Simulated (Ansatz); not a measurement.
## Preparing Li6MgBr8 (Fm-3m) as a host crystal

Aim: the runs on the perfect crystal Li6MgBr8 (Fm-3m) that a defect calculation needs first.

Calculated with Ansatz 0.2.0; plane-wave PAW DFT, PBEsol; relaxation of the defect-free supercell from random displacements, a test of the host's stability.

## Step 1: The structure

The cell holds 60 atoms: 24 Li, 4 Mg and 32 Br. Cell: a = 10.847 Å, b = 10.847 Å, c = 10.847 Å, α = 90.0°, β = 90.0°, γ = 90.0°.

## Step 2: Defect free supercell relaxed from displaced atoms

The input displaces the atoms at random before the relaxation, so that it can leave a symmetric saddle if there is one.

File pristine.rattled/input.yaml:

```yaml
crystal:
  lattice:
    - [10.8471459275, 0.0, 0.0]
    - [0.0, 10.8471459275, 0.0]
    - [0.0, 0.0, 10.8471459275]
  atoms:
    - { symbol: Li, position: [0.25, 0.0, 0.25] }
    - { symbol: Li, position: [0.25, 0.5, 0.75] }
    - { symbol: Li, position: [0.75, 0.0, 0.75] }
    - { symbol: Li, position: [0.75, 0.5, 0.25] }
    - { symbol: Li, position: [0.0, 0.25, 0.25] }
    - { symbol: Li, position: [0.0, 0.75, 0.75] }
    - { symbol: Li, position: [0.5, 0.25, 0.75] }
    - { symbol: Li, position: [0.5, 0.75, 0.25] }
    - { symbol: Li, position: [0.0, 0.25, 0.75] }
    - { symbol: Li, position: [0.0, 0.75, 0.25] }
    - { symbol: Li, position: [0.5, 0.25, 0.25] }
    - { symbol: Li, position: [0.5, 0.75, 0.75] }
    - { symbol: Li, position: [0.25, 0.0, 0.75] }
    - { symbol: Li, position: [0.25, 0.5, 0.25] }
    - { symbol: Li, position: [0.75, 0.0, 0.25] }
    - { symbol: Li, position: [0.75, 0.5, 0.75] }
    - { symbol: Li, position: [0.25, 0.25, 0.0] }
    - { symbol: Li, position: [0.25, 0.75, 0.5] }
    - { symbol: Li, position: [0.75, 0.25, 0.5] }
    - { symbol: Li, position: [0.75, 0.75, 0.0] }
    - { symbol: Li, position: [0.25, 0.25, 0.5] }
    - { symbol: Li, position: [0.25, 0.75, 0.0] }
    - { symbol: Li, position: [0.75, 0.25, 0.0] }
    - { symbol: Li, position: [0.75, 0.75, 0.5] }
    - { symbol: Mg, position: [0.0, 0.0, 0.0] }
    - { symbol: Mg, position: [0.0, 0.5, 0.5] }
    - { symbol: Mg, position: [0.5, 0.0, 0.5] }
    - { symbol: Mg, position: [0.5, 0.5, 0.0] }
    - { symbol: Br, position: [0.25, 0.25, 0.25] }
    - { symbol: Br, position: [0.25, 0.75, 0.75] }
    - { symbol: Br, position: [0.75, 0.25, 0.75] }
    - { symbol: Br, position: [0.75, 0.75, 0.25] }
    - { symbol: Br, position: [0.25, 0.25, 0.75] }
    - { symbol: Br, position: [0.25, 0.75, 0.25] }
    - { symbol: Br, position: [0.75, 0.25, 0.25] }
    - { symbol: Br, position: [0.75, 0.75, 0.75] }
    - { symbol: Br, position: [0.0, 0.244948236, 0.0] }
    - { symbol: Br, position: [0.0, 0.744948236, 0.5] }
    - { symbol: Br, position: [0.5, 0.244948236, 0.5] }
    - { symbol: Br, position: [0.5, 0.744948236, 0.0] }
    - { symbol: Br, position: [0.255051764, 0.0, 0.5] }
    - { symbol: Br, position: [0.255051764, 0.5, 0.0] }
    - { symbol: Br, position: [0.755051764, 0.0, 0.0] }
    - { symbol: Br, position: [0.755051764, 0.5, 0.5] }
    - { symbol: Br, position: [0.244948236, 0.0, 0.0] }
    - { symbol: Br, position: [0.244948236, 0.5, 0.5] }
    - { symbol: Br, position: [0.744948236, 0.0, 0.5] }
    - { symbol: Br, position: [0.744948236, 0.5, 0.0] }
    - { symbol: Br, position: [0.0, 0.0, 0.755051764] }
    - { symbol: Br, position: [0.0, 0.5, 0.255051764] }
    - { symbol: Br, position: [0.5, 0.0, 0.255051764] }
    - { symbol: Br, position: [0.5, 0.5, 0.755051764] }
    - { symbol: Br, position: [0.0, 0.0, 0.244948236] }
    - { symbol: Br, position: [0.0, 0.5, 0.744948236] }
    - { symbol: Br, position: [0.5, 0.0, 0.744948236] }
    - { symbol: Br, position: [0.5, 0.5, 0.244948236] }
    - { symbol: Br, position: [0.0, 0.255051764, 0.5] }
    - { symbol: Br, position: [0.0, 0.755051764, 0.0] }
    - { symbol: Br, position: [0.5, 0.255051764, 0.0] }
    - { symbol: Br, position: [0.5, 0.755051764, 0.5] }
basis:
  ecutwfc: 420
  xc_grid: 2
hamiltonian:
  xc: pbesol
kpoints:
  mp_grid: { grid: [1, 1, 1], shift: [0.25, 0.25, 0.25] }
scf:
  occupations: { method: fermi_dirac, width: 0.01 }
  max_iter: 80
output:
  forces: true
relax:
  f_tol: 0.01
  max_steps: 120
  random_displacement: { amplitude: 0.08, seed: 1455 }
checkpoint:
  write: "../pristine.rattled.run"
  compress: false
  write_wavefunctions: false
  write_every: 100000
```

Run with:

```
ansatz run input.yaml --threads 4 --pin off --max-ram 7536MiB --backend cpu --events-out ev --progress --plain --runs-dir out
```

Numbers of over 12 decimals in the logs are rounded to 6 here.

The program printed:

```text
[... repeated set-up lines and file paths are left out, and long positions are rounded to six places ...]
Engine: ansatz 0.2.0, aarch64-unknown-linux-gnu
Pseudopotentials: kind: paw
Pseudopotential: Li, paw, valence charge 3, recommended cutoff 420 eV (normal), Li.paw.azcp
Pseudopotential: Mg, paw, valence charge 10, recommended cutoff 420 eV (normal), Mg.paw.azcp
Pseudopotential: Br, paw, valence charge 7, recommended cutoff 420 eV (normal), Br.paw.azcp
Functional definition: PBEsol
  exchange = pbesol_x
  correlation = pbesol_c
Crystal: 60 atoms, lattice volume = 1276.281 Å³
Basis set: ecut = 420 eV, 24885 PW (Γ), exchange–correlation on 150×150×150 points (8 copies of the dense FFT grid, shifted against one another)
Bands: 228, of which v1, the nominal top of the filled ones, is band 168 counted from 1 (167 counted from 0)
Symmetry: 1 space group operations
k-points: 1
Non-local potential: Li, projectors of the file, l = 0: 3, l = 1: 2, l = 2: 1
Non-local potential: Mg, projectors of the file, l = 0: 3, l = 1: 2, l = 2: 1
Non-local potential: Br, projectors of the file, l = 0: 2, l = 1: 2, l = 2: 2
PAW form: soft (Blöchl's): semilocal exchange-correlation on the pseudo side does not see the compensation charge
PAW frozen core: Mg, regenerated for the run's functional, and the local potential with it (the file was generated under x = pbe(κ = 0.804, μ = 0.219515), c = pbe(β = 0.066725))
PAW frozen core: Br, regenerated for the run's functional, and the local potential with it (the file was generated under x = pbe(κ = 0.804, μ = 0.219515), c = pbe(β = 0.066725))
PAW one-centre angular grid: Li, 110 points (default); XC on 64 Gauss nodes
PAW one-centre angular grid: Mg, 110 points (default); XC on 64 Gauss nodes
PAW one-centre angular grid: Br, 110 points (default); XC on 64 Gauss nodes
Initial density: superposition of atomic densities (neutral atoms: chi_scale 0, normalization atom), corrected by the library's trained network
Initial wavefunctions: pseudopotential atomic-orbital guess
Functional: x = pbesol(κ = 0.804, μ = 0.123457), c = pbesol(β = 0.046)
SCF iter   1: F=—  HF=-100179.749231 eV  |F-HF|=—  |Δ(HF+E_count)|=         —  Δρ=2.18e-3  dr2=7.47e-2  ethr=1.77e-3  ⟨swp⟩=10.0  Hψ=1149  notcnv=0  defer=28
preconditioner: auto → Resta (q_TF=auto, 2.184 Å⁻¹)  ε∞=3.0  [insulator: Δε(μ)=5.243 eV  Ē_g=11.736 eV  σ=0.010 eV  W_gap=1.00  n_scr=250 (ndim 8)  ℏωp=16.6 eV  f_vac=0.008  D(μ)=0.00/eV (n_scr^D=0)  ε∞_Penn≈3.0]
SCF iter   2: F=—  HF=-100179.747266 eV  |F-HF|=—  |Δ(HF+E_count)|=   1.97e-3  Δρ=1.19e-3  dr2=2.52e-2  ethr=2.22e-5  ⟨swp⟩=3.0  Hψ=484  notcnv=0  defer=56
SCF iter   3: F=—  HF=-100179.743920 eV  |F-HF|=—  |Δ(HF+E_count)|=   3.35e-3  Δρ=3.54e-4  dr2=2.54e-3  ethr=7.50e-6  ⟨swp⟩=2.0  Hψ=340  notcnv=0  defer=56
SCF iter   4: F=—  HF=-100179.743370 eV  |F-HF|=—  |Δ(HF+E_count)|=   5.51e-4  Δρ=1.45e-4  dr2=2.61e-4  ethr=7.57e-7  ⟨swp⟩=2.0  Hψ=268  notcnv=0  defer=56
SCF iter   5: F=—  HF=-100179.742067 eV  |F-HF|=—  |Δ(HF+E_count)|=   1.30e-3  Δρ=2.45e-5  dr2=1.30e-5  ethr=7.75e-8  ⟨swp⟩=2.0  Hψ=336  notcnv=0  defer=56
SCF iter   6: F=-100179.742067 eV  HF=-100179.742067 eV  |F-HF|=9.90e-9  |Δ(HF+E_count)|=   2.86e-7  Δρ=5.76e-6  dr2=6.36e-7  ethr=7.44e-10  ⟨swp⟩=4.0  Hψ=696  notcnv=0
SCF 1 converged in 6 iterations: F = -100179.742067 eV  dr2 = 6.36e-7
  greatest PAW one-centre occupation: 1.000 electrons in one spin orbital (limit 2), on the Mg atom at site 26 (counted from 0), in its partial waves of l = 0
relax step   1: F+E_penalty+E_count = -100179.74206679 eV  Δ(F+E_penalty+E_count) = +0.000e0 eV  max|allowed force component| = 5.178e-1 eV/Å  Δτ_max = 0.0000 Å  (6 SCF iters, dr2 threshold 2.50e-6 eV, accepted)
[... the SCF cycles and remarks between the steps are left out from here to the last step ...]
relax step   2: F+E_penalty+E_count = -100179.85662047 eV  Δ(F+E_penalty+E_count) = -1.146e-1 eV  max|allowed force component| = 3.841e-1 eV/Å  Δτ_max = 0.1945 Å  (5 SCF iters, dr2 threshold 1.68e-5 eV, accepted)
relax step   3: F+E_penalty+E_count = -100180.21379362 eV  Δ(F+E_penalty+E_count) = -3.572e-1 eV  max|allowed force component| = 1.617e-2 eV/Å  Δτ_max = 0.1208 Å  (5 SCF iters, dr2 threshold 9.22e-6 eV, accepted)
relax step   4: F+E_penalty+E_count = -100180.21379475 eV  Δ(F+E_penalty+E_count) = -1.138e-6 eV  max|allowed force component| = 1.617e-2 eV/Å  Δτ_max = 0.0000 Å  (4 SCF iters, accepted)
relax step   5: F+E_penalty+E_count = -100180.20554306 eV  Δ(F+E_penalty+E_count) = +8.252e-3 eV  max|allowed force component| = 7.344e-2 eV/Å  Δτ_max = 0.0212 Å  (6 SCF iters, rejected (line search))
relax step   6: F+E_penalty+E_count = -100180.21535159 eV  Δ(F+E_penalty+E_count) = -1.557e-3 eV  max|allowed force component| = 9.724e-3 eV/Å  Δτ_max = 0.0102 Å  (6 SCF iters, accepted)
SCF iter   1: F=—  HF=-100180.217735 eV  |F-HF|=—  |Δ(HF+E_count)|=         —  Δρ=4.15e-4  dr2=2.02e-3  ethr=2.63e-6  ⟨swp⟩=3.0  Hψ=418  notcnv=0  defer=51
SCF iter   2: F=—  HF=-100180.217511 eV  |F-HF|=—  |Δ(HF+E_count)|=   2.25e-4  Δρ=2.11e-4  dr2=4.50e-4  ethr=6.02e-7  ⟨swp⟩=2.0  Hψ=400  notcnv=0  defer=51
SCF iter   3: F=—  HF=-100180.217513 eV  |F-HF|=—  |Δ(HF+E_count)|=   2.26e-6  Δρ=2.38e-5  dr2=7.88e-6  ethr=1.34e-7  ⟨swp⟩=2.0  Hψ=315  notcnv=0  defer=51
SCF iter   4: F=—  HF=-100180.216073 eV  |F-HF|=—  |Δ(HF+E_count)|=   1.44e-3  Δρ=7.03e-6  dr2=5.64e-7  ethr=2.35e-9  ⟨swp⟩=2.0  Hψ=345  notcnv=0  defer=51
SCF iter   5: F=-100180.216073 eV  HF=-100180.216073 eV  |F-HF|=7.13e-10  |Δ(HF+E_count)|=   5.69e-7  Δρ=1.40e-6  dr2=2.89e-8  ethr=2.98e-11  ⟨swp⟩=5.0  Hψ=737  notcnv=0
SCF 7 converged in 5 iterations: F = -100180.216073 eV  dr2 = 2.89e-8
relax step   7: F+E_penalty+E_count = -100180.21607330 eV  Δ(F+E_penalty+E_count) = -7.217e-4 eV  max|allowed force component| = 4.714e-3 eV/Å  Δτ_max = 0.0130 Å  (5 SCF iters, accepted)
SCF converged after 5 iterations
Free energy (F): -100180.216073 eV
Harris-Foulkes:  -100180.216073 eV  (|F-HF|=7.13e-10)
Internal energy: -100180.216073 eV  (E = F + TS)
E sigma→0 (E₀):  -100180.216073 eV
Fermi energy:    5.001956 eV
--- Per-component energies (eV) ---
  E_band       = -3977.459505
  E_kinetic    = 5119.550336
  E_local      = -17083.105076  (includes V_loc(G=0)·N_el)
  E_nonlocal   = 1850.065763
  E_hartree    = 5367.529124
  E_xc         = -8763.541733
  E_vxc        = -3834.590724  (∫ρ·V_xc dr)
  E_paw        = -72087.409505  (= ΣΔE_a)
  E_vpaw       = -764.436998  (= ΣTr[D̂ρ^β])
  E_aug_tail   = 0.000352  (compensation charges beyond the density's cutoff)
  E_ewald      = -14586.493432
  E_core_change = 3.188100  (= ΣΔE_core)
  E_smearing   = -0.000000  (= −TS)
  E_closure    = 0.000000  (closes the sum)
  Σ components = -100180.216073   (vs F -100180.216073, Δ=0.00e0)
--- Forces (eV/Å), atoms counted from 1 ---
  atom   1  Li     0.00063543     0.00048140    -0.00011012
  atom   2  Li    -0.00142364    -0.00047593     0.00273222
  atom   3  Li     0.00127406    -0.00042637     0.00155666
  atom   4  Li    -0.00045389     0.00121092     0.00168620
  atom   5  Li    -0.00076428    -0.00154815     0.00017518
  atom   6  Li    -0.00059438    -0.00190461     0.00096285
  atom   7  Li     0.00042371    -0.00070158     0.00069450
  atom   8  Li    -0.00008976     0.00101727    -0.00027974
  atom   9  Li    -0.00046064    -0.00252428    -0.00250631
  atom  10  Li    -0.00103654    -0.00124244    -0.00112276
  atom  11  Li     0.00068863     0.00002602     0.00010926
  atom  12  Li    -0.00002453    -0.00218651    -0.00147199
  atom  13  Li     0.00192462     0.00042321     0.00004868
  atom  14  Li     0.00104443     0.00023636     0.00246111
  atom  15  Li     0.00120164     0.00123212     0.00259690
  atom  16  Li    -0.00104424    -0.00130759     0.00164794
  atom  17  Li     0.00092917     0.00008877    -0.00040755
  atom  18  Li    -0.00087922     0.00169530    -0.00148950
  atom  19  Li     0.00009357    -0.00037404     0.00082901
  atom  20  Li     0.00138933     0.00063164     0.00059964
  atom  21  Li     0.00021269     0.00102474     0.00022154
  atom  22  Li     0.00044394    -0.00004892    -0.00126603
  atom  23  Li     0.00112652     0.00168348     0.00033753
  atom  24  Li    -0.00145741     0.00020384     0.00041564
  atom  25  Mg     0.00256147    -0.00155291    -0.00177484
  atom  26  Mg     0.00125739    -0.00099808    -0.00133699
  atom  27  Mg    -0.00254930     0.00161733    -0.00101548
  atom  28  Mg    -0.00076499     0.00168146    -0.00077495
  atom  29  Br     0.00024308    -0.00010001    -0.00083688
  atom  30  Br    -0.00043069    -0.00064960     0.00160776
  atom  31  Br     0.00008516     0.00059594     0.00017656
  atom  32  Br    -0.00003741    -0.00168458     0.00103708
  atom  33  Br    -0.00108174    -0.00081273     0.00072752
  atom  34  Br     0.00183139    -0.00204423     0.00216653
  atom  35  Br     0.00012329    -0.00195519    -0.00107045
  atom  36  Br    -0.00019341     0.00142212    -0.00161435
  atom  37  Br    -0.00131667    -0.00318081    -0.00065329
  atom  38  Br    -0.00032542    -0.00449652    -0.00094119
  atom  39  Br     0.00098101    -0.00249413    -0.00002389
  atom  40  Br    -0.00261853    -0.00436210    -0.00073185
  atom  41  Br     0.00365935    -0.00127911     0.00063309
  atom  42  Br     0.00243748     0.00146954    -0.00084923
  atom  43  Br     0.00250852     0.00123690    -0.00158635
  atom  44  Br     0.00321258     0.00172316    -0.00190103
  atom  45  Br    -0.00380321     0.00064979    -0.00022868
  atom  46  Br    -0.00438359     0.00012651    -0.00317396
  atom  47  Br    -0.00267224    -0.00192218    -0.00329405
  atom  48  Br    -0.00296541    -0.00166549    -0.00325857
  atom  49  Br    -0.00121841     0.00185004     0.00450459
  atom  50  Br     0.00153130     0.00255309     0.00471510
  atom  51  Br     0.00155529     0.00033156     0.00346302
  atom  52  Br     0.00234698     0.00229688     0.00367537
  atom  53  Br    -0.00075093     0.00264062    -0.00147430
  atom  54  Br     0.00111266     0.00112072    -0.00195905
  atom  55  Br    -0.00244252    -0.00094125    -0.00140336
  atom  56  Br    -0.00179179     0.00055992    -0.00266639
  atom  57  Br    -0.00006722     0.00431451     0.00088740
  atom  58  Br    -0.00076130     0.00204439    -0.00058635
  atom  59  Br    -0.00009310     0.00196792     0.00130059
  atom  60  Br     0.00168644     0.00273830    -0.00012278
  max |Σ_I F_I| component: 3.72e-5 eV/Å
--- Relaxed structure (7 steps of the walk, 6 accepted, 0 SCFs on fresh bases) ---
  F+E_penalty+E_count = -100180.21607330 eV   max|allowed force component| = 4.714e-3 eV/Å
  atoms:
    - { symbol: Li, position: [0.249834, -0.000687, 0.249922] }
    - { symbol: Li, position: [0.250163, 0.499450, 0.749607] }
    - { symbol: Li, position: [0.749879, -0.000518, 0.749728] }
    - { symbol: Li, position: [0.749976, 0.499246, 0.249758] }
    - { symbol: Li, position: [-3.542420073566832e-5, 0.249477, 0.250005] }
    - { symbol: Li, position: [5.9620470074172894e-5, 0.749653, 0.749901] }
    - { symbol: Li, position: [0.499937, 0.249537, 0.749783] }
    - { symbol: Li, position: [0.499972, 0.749221, 0.250031] }
    - { symbol: Li, position: [4.705717990024974e-6, 0.249728, 0.750187] }
    - { symbol: Li, position: [2.798478753773128e-5, 0.749515, 0.250021] }
    - { symbol: Li, position: [0.499863, 0.249322, 0.249897] }
    - { symbol: Li, position: [0.500026, 0.749670, 0.750160] }
    - { symbol: Li, position: [0.249773, -0.000584, 0.749869] }
    - { symbol: Li, position: [0.249818, 0.499334, 0.249615] }
    - { symbol: Li, position: [0.749751, -0.000749, 0.249657] }
    - { symbol: Li, position: [0.750050, 0.499511, 0.749786] }
    - { symbol: Li, position: [0.249888, 0.249329, -7.810825903746204e-5] }
    - { symbol: Li, position: [0.250128, 0.749184, 0.500049] }
    - { symbol: Li, position: [0.749939, 0.249401, 0.499840] }
    - { symbol: Li, position: [0.749921, 0.749251, -0.000112] }
    - { symbol: Li, position: [0.249882, 0.249204, 0.499901] }
    - { symbol: Li, position: [0.249919, 0.749371, 3.171795767699182e-5] }
    - { symbol: Li, position: [0.749781, 0.249191, -0.000132] }
    - { symbol: Li, position: [0.750119, 0.749379, 0.499885] }
    - { symbol: Mg, position: [-9.700251995195369e-5, -0.000585, -5.0528955905780795e-5] }
    - { symbol: Mg, position: [-6.552405902319023e-5, 0.499380, 0.499951] }
    - { symbol: Mg, position: [0.500018, -0.000681, 0.499918] }
    - { symbol: Mg, position: [0.500013, 0.499328, -6.686315158694509e-5] }
    - { symbol: Br, position: [0.249943, 0.249393, 0.249958] }
    - { symbol: Br, position: [0.250064, 0.749468, 0.749932] }
    - { symbol: Br, position: [0.750003, 0.249446, 0.749955] }
    - { symbol: Br, position: [0.750003, 0.749441, 0.249957] }
    - { symbol: Br, position: [0.249957, 0.249398, 0.749863] }
    - { symbol: Br, position: [0.249865, 0.749357, 0.249840] }
    - { symbol: Br, position: [0.749886, 0.249347, 0.249906] }
    - { symbol: Br, position: [0.749968, 0.749332, 0.749948] }
    - { symbol: Br, position: [3.599372283712385e-5, 0.244431, 6.96376278967753e-5] }
    - { symbol: Br, position: [8.882463420052004e-5, 0.744445, 0.500042] }
    - { symbol: Br, position: [0.499979, 0.244369, 0.499949] }
    - { symbol: Br, position: [0.500127, 0.744419, 7.770585705537883e-5] }
    - { symbol: Br, position: [0.254929, -0.000723, 0.499820] }
    - { symbol: Br, position: [0.254976, 0.499255, -0.000192] }
    - { symbol: Br, position: [0.754903, -0.000757, -0.000163] }
    - { symbol: Br, position: [0.754918, 0.499266, 0.499882] }
    - { symbol: Br, position: [0.244988, -0.000550, -2.0709572121212443e-5] }
    - { symbol: Br, position: [0.245007, 0.499426, 0.500005] }
    - { symbol: Br, position: [0.745007, -0.000491, 0.500042] }
    - { symbol: Br, position: [0.745020, 0.499461, 7.682210840373943e-5] }
    - { symbol: Br, position: [-0.000108, -0.000654, 0.754876] }
    - { symbol: Br, position: [-0.000194, 0.499250, 0.254874] }
    - { symbol: Br, position: [0.499787, -0.000765, 0.254874] }
    - { symbol: Br, position: [0.499866, 0.499305, 0.754886] }
    - { symbol: Br, position: [-2.106632439848313e-7, -0.000598, 0.244928] }
    - { symbol: Br, position: [5.35774029251625e-5, 0.499514, 0.744945] }
    - { symbol: Br, position: [0.500108, -0.000449, 0.744916] }
    - { symbol: Br, position: [0.500064, 0.499402, 0.244954] }
    - { symbol: Br, position: [-0.000126, 0.254324, 0.499859] }
    - { symbol: Br, position: [-8.298173050723758e-5, 0.754389, -0.000147] }
    - { symbol: Br, position: [0.499871, 0.254333, -0.000216] }
    - { symbol: Br, position: [0.499888, 0.754324, 0.499898] }
```

Elapsed: 2 min, on 4 threads of Arm Neoverse N1, shared host; peak memory 1.7 GiB; 7.7 min of CPU time.

Step by step:

| step | energy less that of the first step (eV) | largest force component (eV/Å) |
| --- | --- | --- |
| 1 | 0.0000 | 0.5178 |
| 2 | -0.1146 | 0.3841 |
| 3 | -0.4717 | 0.0162 |
| 4 | -0.4717 | 0.0162 |
| 5 | -0.4635 | 0.0734 |
| 6 | -0.4733 | 0.0097 |
| 7 | -0.4740 | 0.0047 |

Relaxation step 5 was tried and not accepted.

The relaxation ends 7.9 meV an atom lower than the displaced start, with a largest force component of 0.0047 eV/Å.

## Step 3: What came out

| Quantity | Value |
| --- | --- |
| symmetric supercell less the displaced and relaxed one | 0.000 eV |

**Reading.** The energy fell by 0.474 eV from the randomly displaced start; the atoms end within 0.005 Å of the sites as typed, once the mean shift is taken out. The displaced cell ends within 0.01 eV of the symmetric one, so no lower structure shows in this supercell. All at zero temperature.

[Logs are printed without paths, hosts, clocks, repeated set-up lines and the standing remarks that a program may print on its own settings, such as how far it seeks lower states.]

[Hosts, paths, dates, database ids (printed as entryN), source tags and the programs' standing remarks are cut or masked in the printed files.]

[Runs of the host that timed out are not shown.]

[For some hosts the program warned that the k-mesh of the response run may be too coarse for force constants and the static dielectric constant; such warnings are not always shown.]
